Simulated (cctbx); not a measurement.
# Symmetry from intensities

Cell: a = 5.8520 Å, b = 11.9970 Å, c = 8.8740 Å, α = 90.00°, β = 109.69°, γ = 90.00°. Expected content of the cell: Bi8 Cd4 O20.

Simulated single-crystal data (cctbx): Cu Kα, λ = 1.54184 Å, to d = 0.83 Å, 95 % of the full sphere, strongest reflection 20000 counts, noise from counting, a 2 % proportional error and a noise floor of 15 counts (s.d.); no absorption.

Tests on the unmerged data give:

```text
4058 reflections to d = 0.831 A
centring   violations  <I/sigma> of those
    A       1466 of  2042     15.2
    B       1399 of  2022     14.7
    C       1483 of  2032     15.3
    I       1435 of  2031     13.2
    R       2006 of  2706     15.5
    F       2174 of  3048     15.1
Laue class    unique    Rint  (classes that these axes allow; Friedel mates merged)
P -1             2136   0.022
P 1 2/m 1        1133   0.027
space group    extra absences  I>4sigma  <I/sigma>
P 1 2 1                 0          0         -  acentric
P 1 21 1               13          0      -0.3  acentric
P 1 m 1                 0          0         -  acentric
P 1 c 1               103          0       0.0  acentric
P 1 2/m 1               0          0         -  centric
P 1 21/m 1             13          0      -0.3  centric
P 1 2/c 1             103          0       0.0  centric
P 1 21/c 1            116          0       0.0  centric
Wilson B = 0.98 A^2   <|E^2-1|> = 0.918 (0.968 centric, 0.736 acentric)   E^2>4: 3.7 %
shell (A)         n   <I/sigma>
12.00 - 1.66    154     32.5
 1.66 - 1.32    139     32.1
 1.32 - 1.15    140     27.6
 1.15 - 1.05    148     26.5
 1.05 - 0.97    128     24.4
 0.97 - 0.92    154     24.1
 0.92 - 0.87    130     23.4
 0.87 - 0.83    140     19.5
```

**Question.** What are the lattice type, the Laue class and the likely space group?

Every centring test has many violations, so the lattice is primitive.

Rint stays low (0.022 to 0.027) up to P 1 2/m 1, the highest class in these axes.

8 settings pass the absence test. The most absences obeyed, 116, belong to P 1 21/c 1 alone.

⟨|E²−1|⟩ = 0.918 leans to a centrosymmetric structure. The Wilson B of 0.98 Å² means U ≈ 0.0124 Å².

The true group is P2_1/c (no. 14), Laue class 2/m, centrosymmetric. The tables fix it.

The model was made for the exercise: a known structure type with other elements put in, its volume estimated, not relaxed; displacement parameters are assumed.

[Logs are printed without paths, hosts, clocks, repeated set-up lines and the standing remarks that a program may print on its own settings, such as how far it seeks lower states.]
